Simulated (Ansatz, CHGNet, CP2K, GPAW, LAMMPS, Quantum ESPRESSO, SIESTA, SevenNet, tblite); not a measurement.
## Running amorphous Hg33S25Se8 (66 atoms) with GPAW

Aim: run amorphous Hg33S25Se8 (66 atoms) in GPAW and see how near its forces come to a plane-wave reference, and at what cost.

Calculated with GPAW 26.7.0; the method is named at each step.

**1. The starting structure**

The cell holds 66 atoms: 33 Hg, 25 S and 8 Se. Its edges and angles: a = 12.034 Å, b = 12.034 Å, c = 12.034 Å, α = 90.0°, β = 90.0°, γ = 90.0°. 66 atoms (33 Hg, 25 S, 8 Se) placed at random at 7.67 g/cm³, melted at 2500 K for 10 ps at fixed volume with the Stillinger-Weber II-VI potential (Zhou et al., Phys. Rev. B 88, 085309 (2013)). Quenched from 2500 K to 500 K at 10 K/ps and fixed volume, held 5 ps, then minimised at fixed cell.

The yardstick, on the same geometry:

| Property | Result |
| --- | --- |
| method | Kohn-Sham DFT, PBE, PAW, plane waves (Ansatz 0.2.0); cutoff 420 eV, Γ point, fermi-dirac smearing of 0.05 eV; PAW set soft_2 |
| r.m.s. force component | 0.3779 eV/Å |
| longest force | 1.339 eV/Å |
| pressure | -0.4884 GPa |
| SCF cycles | 11 |
| time | 32 s on 4 threads of Arm Neoverse V2, shared host |
| CPU time | 2.1 min |

**2. PBE, LCAO dzp, h 0.2 Å**

Method: Kohn-Sham DFT, PBE, PAW, atomic orbitals (dzp).

File run.py:

```python
import numpy as np
from ase.io import read
from gpaw import GPAW, FermiDirac

atoms = read("structure.xyz")
atoms.calc = GPAW(
    mode="lcao",
    basis="dzp",
    h=0.2,
    xc="PBE",
    kpts={"size": (1, 1, 1), "gamma": True},
    occupations=FermiDirac(0.05),
    maxiter=200,
    symmetry={"point_group": False},
    txt="gpaw.txt",
)
energy = atoms.get_potential_energy(force_consistent=True)
forces = atoms.get_forces()
print(f"energy {energy:.6f} eV")
print("forces (eV/A)")
for i, (a, f) in enumerate(zip(atoms, forces)):
    print(f"{i:4d} {a.symbol:2s} {f[0]:10.5f} {f[1]:10.5f} {f[2]:10.5f}")
print(f"Fermi level {atoms.calc.get_fermi_level():.4f} eV")
for k in range(len(atoms.calc.get_ibz_k_points())):
    for s in range(atoms.calc.get_number_of_spins()):
        e = atoms.calc.get_eigenvalues(kpt=k, spin=s)
        n = np.searchsorted(e, atoms.calc.get_fermi_level())
        print(f"k {k} spin {s} levels about the Fermi level:", np.round(e[max(n - 6, 0):n], 4).tolist(), "|", np.round(e[n:n + 6], 4).tolist())
```

File structure.xyz:

```xyz
66
Lattice="12.03400 0.00000 0.00000 0.00000 12.03400 0.00000 0.00000 0.00000 12.03400" Properties=species:S:1:pos:R:3 pbc="T T T"
Hg 2.01762 7.60332 9.98834
Hg 11.46299 5.88944 2.42485
Hg 8.91021 9.27364 4.96535
Hg 4.48483 0.70062 1.08005
Hg 7.45242 5.85996 3.95425
Hg 10.41410 6.98429 10.73385
Hg 10.05296 9.01780 1.72832
Hg 10.81050 2.78009 8.54426
Hg 3.90720 4.22466 2.71824
Hg 10.73072 0.32119 5.31036
Hg 7.62354 5.13599 8.07108
Hg 0.20554 10.36537 8.27783
Hg 5.85659 1.54432 10.09111
Hg 5.61037 9.65404 11.04420
Hg 5.39677 10.18907 7.11221
Hg 6.72881 6.67406 0.44995
Hg 0.68594 0.56680 10.81183
Hg 7.02954 1.15490 6.31027
Hg 4.11575 6.54265 6.15864
Hg 1.01760 9.11660 3.88337
Hg 0.30963 2.00920 1.82291
Hg 11.37357 6.64794 6.67129
Hg 9.24019 11.65637 11.37839
Hg 3.09623 0.47161 4.73345
Hg 7.23604 0.52011 2.90669
Hg 2.91271 1.37862 8.45437
Hg 3.27421 7.17130 1.21315
Hg 8.34991 9.17147 8.42958
Hg 1.20713 3.92032 5.77596
Hg 8.80311 3.39214 0.51686
Hg 4.15787 4.50264 9.44801
Hg 5.07486 9.42515 3.19996
Hg 1.84662 4.22165 12.01571
S 2.77588 1.90414 2.63268
S 8.82056 11.35865 6.88321
S 7.35951 1.20280 0.28978
S 9.09650 5.32529 5.97344
S 2.00125 10.28859 10.26982
S 11.30209 11.79765 0.97596
S 3.17457 7.72089 3.96292
S 5.28593 4.49097 4.95536
S 7.84160 2.73918 4.23922
S 0.61650 6.67225 0.10855
S 5.44442 11.49307 4.77690
S 9.43730 11.30739 3.30803
S 4.61083 11.36238 9.27629
S 3.30658 2.49633 6.18475
S 1.60762 5.15657 3.59383
S 4.46329 3.21741 11.85830
S 5.95659 3.12475 7.87649
S 10.96261 7.69105 4.28615
S 6.62568 4.35426 1.65937
S 1.06128 9.45355 1.24769
S 10.83132 2.89791 5.80857
S 3.98205 10.16680 0.96946
S 10.42626 3.52825 2.66673
[... 6 atom lines left out ...]
Se 1.92063 5.84540 7.73702
Se 7.40308 8.24052 2.65145
Se 9.37160 4.55415 10.09833
Se 8.39564 9.01960 11.35733
```

Started as:

```console
$ OMP_NUM_THREADS=1 python run.py > output.txt
```

The program printed:

```text
energy -115.089244 eV
forces (eV/A)
   0 Hg   -0.34548    0.52102   -0.28684
   1 Hg   -0.22100   -0.29385    0.04229
   2 Hg   -0.15031    0.37020    0.26482
   3 Hg   -0.34302   -0.25878   -0.15514
   4 Hg   -0.25922   -0.46947    0.24888
   5 Hg    0.14823   -0.35020    0.18536
   6 Hg    0.62507    0.22528    0.00565
   7 Hg   -0.26329   -0.04224   -0.75984
   8 Hg    0.62827    0.41828    0.41349
   9 Hg    0.19161    0.77293   -0.22747
  10 Hg    0.16006   -0.27878   -0.37227
  11 Hg    0.55540    0.16901    0.20360
  12 Hg    0.31250    0.13127   -0.26223
  13 Hg    0.10384    0.18127    0.33938
  14 Hg    0.23860   -0.01258   -0.08201
  15 Hg   -0.10920   -0.48987    0.06753
  16 Hg   -0.22787    0.04261    0.31784
  17 Hg    0.52114    0.72446   -0.19028
  18 Hg   -0.07279   -0.31613   -0.32963
  19 Hg    0.22748    0.28652   -0.45356
  20 Hg   -0.26923    0.03673    0.19478
  21 Hg   -0.09211   -0.46680   -0.28932
  22 Hg   -0.14964    0.36658   -0.05820
  23 Hg   -0.28615   -0.25130    0.05016
[...]
58 Se    0.24989   -0.19795    0.20176
  59 Se    0.11860   -0.59372    0.39486
  60 Se   -0.01102    0.62677    0.13400
  61 Se    0.01648   -0.14937    0.50297
  62 Se    0.16311    0.57156    0.16504
  63 Se    0.27984   -0.32155    0.42161
  64 Se   -0.29057    0.12894    0.43245
  65 Se   -0.29072   -0.20467   -0.64215
Fermi level 4.3898 eV
k 0 spin 0 levels about the Fermi level: [3.9917, 4.0872, 4.2221, 4.24, 4.2805, 4.3208] | [4.4161, 4.6255, 4.6552, 4.7897, 4.859, 4.9124]
```

gpaw.txt:

```text
Input parameters:
  mode=LCAO(),
  basis={'default': 'dzp'},
  h=0.2,
  kpts=MonkhorstPack(size=(1, 1, 1), gamma=True),
  maxiter=200,
  occupations=Occupations(name='fermi-dirac', width=0.05, fixmagmom=False),
  symmetry=Symmetry(point_group=False),
  xc=XC(name='PBE')
Unit cell  # Å
| periodic |         x |         y |         z |   lengths |    angles |
|----------|-----------|-----------|-----------|-----------|-----------|
|      yes | 12.034000 |  0.000000 |  0.000000 | 12.034000 | 90.000000 |
|      yes |  0.000000 | 12.034000 |  0.000000 | 12.034000 | 90.000000 |
|      yes |  0.000000 |  0.000000 | 12.034000 | 12.034000 | 90.000000 |
Number of symmetries: 1
Symmetry operations  # r_c * U_cc + t_c -> r_c
|   | kind |            matrix            |
|---|------|------------------------------|
| 0 |  E   |  1, 0, 0,  0, 1, 0,  0, 0, 1 |
BZ-sampling:
  Number of BZ points: 1
  Number of IBZ points: 1
  Monkhorst-Pack size: [1, 1, 1]
  Monkhorst-Pack shift: [0, 0, 0]
[... lines left out ...]
  Fermi-Dirac:
[... lines left out ...]
xc functional:
  name: PBE with 2 nearest neighbor stencil
interpolation: tri-quintic # 5. degree polynomial
Initialization done in: 10.050 s
convergence criteria:
- Maximum [total energy] change in last 3 cyles: 0.0005 eV / valence electron
- Maximum integral of absolute [dens]ity change: 0.0001 electrons / valence electron
- Maximum integral of absolute [eigenst]ate change: 4e-08 eV^2 / valence electron
maximum number of iterations: 200
SCF iterations
|iter     |      energy | eigst |  dens |
|---------|-------------|-------|-------|
|iter:   1| -131.590880 |      c|       |
|iter:   2| -126.506005 |      c| -1.28 |
|iter:   3| -120.490324 |      c| -1.34 |
|iter:   4| -117.734657 |      c| -1.54 |
|iter:   5| -118.861045 |      c| -1.69 |
|iter:   6| -116.424025 |      c| -1.74 |
|iter:   7| -115.493433 |      c| -1.89 |
|iter:   8| -115.302555 |      c| -2.08 |
|iter:   9| -115.100282c|      c| -2.28 |
|iter:  10| -115.023622c|      c| -2.52 |
|iter:  11| -114.999880c|      c| -2.77 |
[...]
|iter:  15| -114.992230c|      c| -3.70 |
|iter:  16| -114.992936c|      c| -3.85 |
|iter:  17| -114.992567c|      c| -4.00c|
Converged in 17 steps
SCF loop duration: 189.539 s (11.149 s/step)
Energy contributions relative to reference atoms: (reference = -18394409.452490)
Energy contributions:
  Kinetic:         592.073382
  Coulomb:        -520.058348
  Zero:              4.256519
  External:          0.000000
  Xc:             -191.167444
  Entropy:          -0.193353
  Spinorbit:         0.000000
  ----------------------------
  Free energy:    -115.089244
  Extrapolated:   -114.992567
dipole moment: (-53.013943, -36.610921, -7.021585)  # |e|*Ang
Fermi level: 4.390
Eigenvalues  # (at kpt = [0.000, 0.000, 0.000])
| band index |      eig [eV] | occ [0-2] |
|------------|---------------|-----------|
|          0 |       -58.879 |     2.000 |
|        ... |               |           |
|        388 |         3.854 |     2.000 |
|        389 |         3.874 |     2.000 |
[...]
|        403 |         5.114 |     0.000 |
|        ... |               |           |
|        479 |        10.882 |     0.000 |
Gap: 0.095 eV
Transition (v -> c):
  (s=0, k=0, n=395, [0.00, 0.00, 0.00]) -> (s=0, k=0, n=396, [0.00, 0.00, 0.00])
No difference between direct/indirect transitions
Force computation time: 25.678  # s
timing:  # [seconds]
  Total:  225.282  # ━━━━━━━━━━━━━━━━━━━━━━━━━━━━━━━━━━━━━━━━━━━━━━━━━━━━━━━━
  Init:    10.049  # ━━╸
  SCF:    189.539  # ━━━━━━━━━━━━━━━━━━━━━━━━━━━━━━━━━━━━━━━━━━━━━━━
  Forces:  25.678  # ━━━━━━╸
```

Run time: 3.8 min. Hardware: 1 thread of Arm Neoverse V2, shared host; peak memory 1.8 GiB.

Banners, paths, timers and routine set-up lines are dropped from the logs unmarked, and long logs keep their key lines alone; longer cuts are marked.

Against the reference:

```
r.m.s. force component                  : 0.3712 eV/Å
r.m.s. difference of force components   : 53.95 meV/Å
longest difference of force vectors     : 200.5 meV/Å
force difference over r.m.s. force      : 14.28 %
slope of forces against the reference's : 0.9722
correlation of force components         : 0.9898
```

Length of the force difference by element (eV/Å):

| element | atoms | mean | most |
| --- | --- | --- | --- |
| Hg | 33 | 0.070 | 0.14 |
| S | 25 | 0.11 | 0.20 |
| Se | 8 | 0.078 | 0.11 |

A closer look about Hg31, picked at random: 9 atoms, nearest first, numbered in the order of the input, with positions taken from that point.

```
atom      x      y      z  distance (Å)  bonds     Fx     Fy  Fz (eV/Å)
Hg31   0.00   0.00   0.00          0.00      5   0.08  -0.16      -0.05
 S49   0.31  -1.29   2.41          2.75      4  -0.65   0.14      -0.28
 S50   1.80  -1.38  -1.57          2.76      4   0.16  -0.19       0.68
Se62   0.50   2.55   1.14          2.84      5   0.02  -0.15       0.50
Se63  -2.24   1.34  -1.71          3.12      5   0.16   0.57       0.17
Se60  -2.89  -1.24   0.09          3.14      5   0.12  -0.59       0.39
Hg33  -2.31  -0.28   2.57          3.47      3   0.12   0.21       0.12
Hg13   1.70  -2.96   0.64          3.47      4   0.31   0.13      -0.26
Hg26  -1.25  -3.12  -0.99          3.51      3   0.03  -0.29      -0.28
```

Atoms are counted from 1 here, from 0 in the log.

Forces lie 14 % from the reference's, at 1.8 times its CPU time (on 1 against 4 cores).

**3. PBE, grid h 0.24 Å**

Method: Kohn-Sham DFT, PBE, PAW, finite differences on a real-space grid.

run.py, as its differences from that of step 2:

```diff
@@ -3,2 +3,3 @@
 from gpaw import GPAW, FermiDirac
+from ase.parallel import parprint as print
 
@@ -6,5 +7,4 @@
 atoms.calc = GPAW(
-    mode="lcao",
-    basis="dzp",
-    h=0.2,
+    mode="fd",
+    h=0.24,
     xc="PBE",
@@ -14,2 +14,3 @@
     symmetry={"point_group": False},
+    nbands=549,
     txt="gpaw.txt",
```

structure.xyz is that of step 2.

Started as:

```console
$ OMP_NUM_THREADS=1 mpirun -np 4 gpaw python run.py > output.txt
```

The program printed:

```text
energy -152.744487 eV
forces (eV/A)
   0 Hg   -0.27158    0.52426   -0.27729
   1 Hg   -0.16626   -0.29365    0.12709
   2 Hg   -0.06630    0.42106    0.20434
   3 Hg   -0.34603   -0.21479   -0.16492
   4 Hg   -0.29288   -0.54518    0.27392
   5 Hg    0.16393   -0.38077    0.10724
   6 Hg    0.62495    0.27341    0.08204
   7 Hg   -0.24239   -0.06492   -0.71833
   8 Hg    0.56276    0.33773    0.48351
   9 Hg    0.19667    0.78982   -0.21356
  10 Hg    0.14607   -0.27294   -0.44141
  11 Hg    0.49809    0.16353    0.24507
  12 Hg    0.26054    0.13726   -0.23624
  13 Hg    0.01260    0.15420    0.33358
  14 Hg    0.20890    0.03466   -0.02780
  15 Hg   -0.12775   -0.54360    0.10935
  16 Hg   -0.26437   -0.00309    0.27272
  17 Hg    0.50955    0.71137   -0.21721
  18 Hg   -0.08397   -0.33097   -0.32403
  19 Hg    0.22590    0.27323   -0.45220
  20 Hg   -0.29954    0.02652    0.17242
  21 Hg   -0.11288   -0.41891   -0.25838
  22 Hg   -0.11699    0.34351   -0.09025
  23 Hg   -0.19977   -0.20527    0.07821
[...]
58 Se    0.16596   -0.12788    0.17311
  59 Se    0.14856   -0.63173    0.39910
  60 Se   -0.02995    0.64791    0.07270
  61 Se   -0.07248   -0.10376    0.58266
  62 Se    0.25844    0.58136    0.16773
  63 Se    0.29343   -0.35631    0.39277
  64 Se   -0.26233    0.22151    0.36990
  65 Se   -0.32102   -0.21011   -0.55319
Fermi level 4.3647 eV
k 0 spin 0 levels about the Fermi level: [3.9605, 4.0603, 4.1909, 4.2192, 4.2533, 4.2944] | [4.3915, 4.6182, 4.654, 4.7959, 4.8571, 4.9063]
```

gpaw.txt:

```text
Input parameters:
  mode=FD(),
  h=0.24,
  kpts=MonkhorstPack(size=(1, 1, 1), gamma=True),
  maxiter=200,
  nbands=549,
  occupations=Occupations(name='fermi-dirac', width=0.05, fixmagmom=False),
  symmetry=Symmetry(point_group=False),
  xc=XC(name='PBE')
Diagonalizing LCAO Hamiltonian
Converting LCAO to fd mode
        .-----------------------------.
       /|                      Hg     |
[... lines left out ...]
  Converge bands: occupied
[... lines left out ...]
  Fermi-Dirac:
[... lines left out ...]
convergence criteria:
- Maximum [total energy] change in last 3 cyles: 0.0005 eV / valence electron
[... lines left out ...]
Converged in 26 steps
[... lines left out ...]
  Coulomb:        -739.201557
  Zero:            -64.881083
  External:          0.000000
  Xc:             -229.474058
  Entropy:          -0.189265
  Spinorbit:         0.000000
  ----------------------------
  Free energy:    -152.744487
  Extrapolated:   -152.649855
dipole moment: (-52.657715, -36.232025, -7.451247)  # |e|*Ang
Fermi level: 4.365
Eigenvalues  # (at kpt = [0.000, 0.000, 0.000])
| band index |      eig [eV] | occ [0-2] |
|------------|---------------|-----------|
|          0 |       -59.055 |     2.000 |
|        ... |               |           |
|        388 |         3.824 |     2.000 |
|        389 |         3.846 |     2.000 |
[...]
|        403 |         5.119 |     0.000 |
|        ... |               |           |
|        548 |        14.269 |     0.000 |
Gap: 0.097 eV
Transition (v -> c):
  (s=0, k=0, n=395, [0.00, 0.00, 0.00]) -> (s=0, k=0, n=396, [0.00, 0.00, 0.00])
No difference between direct/indirect transitions
Force computation time: 4.789  # s
```

Elapsed: 6 min, on 4 MPI ranks; peak memory 3.6 GiB; 24 min of CPU time.

Numbers from this run, and their distance from the reference:

```yaml
r_m_s_force_component: 0.3862 eV/Å
r_m_s_difference_of_force_components: 31.53 meV/Å
longest_difference_of_force_vectors: 100.2 meV/Å
force_difference_over_r_m_s_force: 8.344 %
slope_of_forces_against_the_reference_s: 1.019
correlation_of_force_components: 0.9968
```

This is a coarse setting, run to see what it loses.

Against the first run (14 %), the force difference from the reference is 8.3 %, at 6.3 times the CPU time (on 4 against 1 cores) (26 SCF steps against 17).

**4. PBE, LCAO dzp, h 0.28 Å**

Method: Kohn-Sham DFT, PBE, PAW, atomic orbitals (dzp).

run.py, as its differences from that of step 3:

```diff
@@ -3,3 +3,2 @@
 from gpaw import GPAW, FermiDirac
-from ase.parallel import parprint as print
 
@@ -7,4 +6,5 @@
 atoms.calc = GPAW(
-    mode="fd",
-    h=0.24,
+    mode="lcao",
+    basis="dzp",
+    h=0.28,
     xc="PBE",
@@ -14,3 +14,2 @@
     symmetry={"point_group": False},
-    nbands=549,
     txt="gpaw.txt",
```

structure.xyz is that of step 3.

Started as:

```console
$ OMP_NUM_THREADS=1 python run.py > output.txt
```

The program printed:

```text
energy -104.667176 eV
forces (eV/A)
   0 Hg   -0.34115    0.53464   -0.28715
   1 Hg   -0.21120   -0.29562    0.04708
   2 Hg   -0.15271    0.37069    0.26067
   3 Hg   -0.33287   -0.26570   -0.14768
   4 Hg   -0.24967   -0.45498    0.25606
   5 Hg    0.14465   -0.35687    0.18654
[...]
63 Se    0.26152   -0.28305    0.38193
  64 Se   -0.23345    0.19198    0.35994
  65 Se   -0.21637   -0.18552   -0.64011
Fermi level 4.3906 eV
k 0 spin 0 levels about the Fermi level: [3.9924, 4.0878, 4.223, 4.2408, 4.2813, 4.3215] | [4.417, 4.6261, 4.6559, 4.7901, 4.8596, 4.9132]
```

gpaw.txt:

```text
Input parameters:
  mode=LCAO(),
  basis={'default': 'dzp'},
  h=0.28,
  kpts=MonkhorstPack(size=(1, 1, 1), gamma=True),
  maxiter=200,
  occupations=Occupations(name='fermi-dirac', width=0.05, fixmagmom=False),
[... lines left out ...]
  Fermi-Dirac:
[... lines left out ...]
convergence criteria:
- Maximum [total energy] change in last 3 cyles: 0.0005 eV / valence electron
[... lines left out ...]
Converged in 17 steps
[... lines left out ...]
  Free energy:    -104.667176
[... lines left out ...]
Fermi level: 4.391
[... lines left out ...]
|        ... |               |           |
|        479 |        10.882 |     0.000 |
Gap: 0.095 eV
Transition (v -> c):
  (s=0, k=0, n=395, [0.00, 0.00, 0.00]) -> (s=0, k=0, n=396, [0.00, 0.00, 0.00])
No difference between direct/indirect transitions
Force computation time: 13.118  # s
timing:  # [seconds]
  Total:  123.005  # ━━━━━━━━━━━━━━━━━━━━━━━━━━━━━━━━━━━━━━━━━━━━━━━━━━━━━━━━
  Init:     7.783  # ━━━╸
  SCF:    102.084  # ━━━━━━━━━━━━━━━━━━━━━━━━━━━━━━━━━━━━━━━━━━━━━━╸
  Forces:  13.118  # ━━━━━━
```

Run time: 2.1 min. Hardware: 1 thread; peak memory 0.84 GiB.

Against the reference:

```yaml
r_m_s_force_component: 0.3705 eV/Å
r_m_s_difference_of_force_components: 55.23 meV/Å
longest_difference_of_force_vectors: 188.7 meV/Å
force_difference_over_r_m_s_force: 14.62 %
slope_of_forces_against_the_reference_s: 0.97
correlation_of_force_components: 0.9893
energy_less_the_same_level_run_s: 157.9 meV/atom
r_m_s_force_difference_from_the_same_level_run: 31.7 meV/Å
```

This is a coarse setting, run to see what it loses.

Against the first run (14 %), the force difference from the reference is 15 %, at 0.55 times the CPU time.

**5. RPBE, LCAO dzp, h 0.2 Å**

Method: Kohn-Sham DFT, RPBE, PAW, atomic orbitals (dzp).

run.py, as its differences from that of step 4:

```diff
@@ -8,4 +8,4 @@
     basis="dzp",
-    h=0.28,
-    xc="PBE",
+    h=0.2,
+    xc="RPBE",
     kpts={"size": (1, 1, 1), "gamma": True},
```

structure.xyz is that of step 4.

The program printed:

```text
energy -91.044446 eV
forces (eV/A)
   0 Hg   -0.36375    0.54485   -0.33996
   1 Hg   -0.27397   -0.29355    0.01060
   2 Hg   -0.18405    0.35563    0.31262
   3 Hg   -0.36016   -0.27507   -0.17844
   4 Hg   -0.25271   -0.45270    0.25884
   5 Hg    0.14382   -0.36106    0.21636
[...]
63 Se    0.29673   -0.28714    0.40462
  64 Se   -0.28587    0.11127    0.45625
  65 Se   -0.29999   -0.22016   -0.63508
Fermi level 4.5316 eV
k 0 spin 0 levels about the Fermi level: [4.1327, 4.2297, 4.3584, 4.3853, 4.4185, 4.4616] | [4.5592, 4.7794, 4.8099, 4.9436, 5.0138, 5.063]
```

gpaw.txt:

```text
Input parameters:
  mode=LCAO(),
  basis={'default': 'dzp'},
  h=0.2,
  kpts=MonkhorstPack(size=(1, 1, 1), gamma=True),
  maxiter=200,
  occupations=Occupations(name='fermi-dirac', width=0.05, fixmagmom=False),
[... lines left out ...]
  Fermi-Dirac:
[... lines left out ...]
convergence criteria:
- Maximum [total energy] change in last 3 cyles: 0.0005 eV / valence electron
[... lines left out ...]
Converged in 18 steps
[... lines left out ...]
  Free energy:     -91.044446
[... lines left out ...]
Fermi level: 4.532
[... lines left out ...]
|        ... |               |           |
|        479 |        11.099 |     0.000 |
Gap: 0.098 eV
Transition (v -> c):
  (s=0, k=0, n=395, [0.00, 0.00, 0.00]) -> (s=0, k=0, n=396, [0.00, 0.00, 0.00])
No difference between direct/indirect transitions
Force computation time: 25.578  # s
timing:  # [seconds]
  Total:  236.407  # ━━━━━━━━━━━━━━━━━━━━━━━━━━━━━━━━━━━━━━━━━━━━━━━━━━━━━━━━
  Init:     9.986  # ━━╸
  SCF:    200.826  # ━━━━━━━━━━━━━━━━━━━━━━━━━━━━━━━━━━━━━━━━━━━━━━━╸
  Forces:  25.578  # ━━━━━━
```

The job ended after 4 min (1 thread; peak memory 1.8 GiB).

Compared with the plane-wave run:

```yaml
r_m_s_force_component: 0.3815 eV/Å
r_m_s_difference_of_force_components: 69.53 meV/Å
longest_difference_of_force_vectors: 229.6 meV/Å
force_difference_over_r_m_s_force: 18.4 %
slope_of_forces_against_the_reference_s: 0.9927
correlation_of_force_components: 0.9833
```

Against the first run (14 %), the force difference from the reference is 18 %, at 1.0 times the CPU time; the model has changed, so this is no error of the program alone.

(Part 1 of 2 ends here.)

[Also dropped from logs without a mark: logging warnings of Python, and SIESTA's first energy breakdown and zero terms.]

[Logs are printed without paths, hosts, clocks, repeated set-up lines and the standing remarks that a program may print on its own settings, such as how far it seeks lower states.]

[Hosts, paths, dates, database ids (printed as entryN), source tags and the programs' standing remarks are cut or masked in the printed files.]
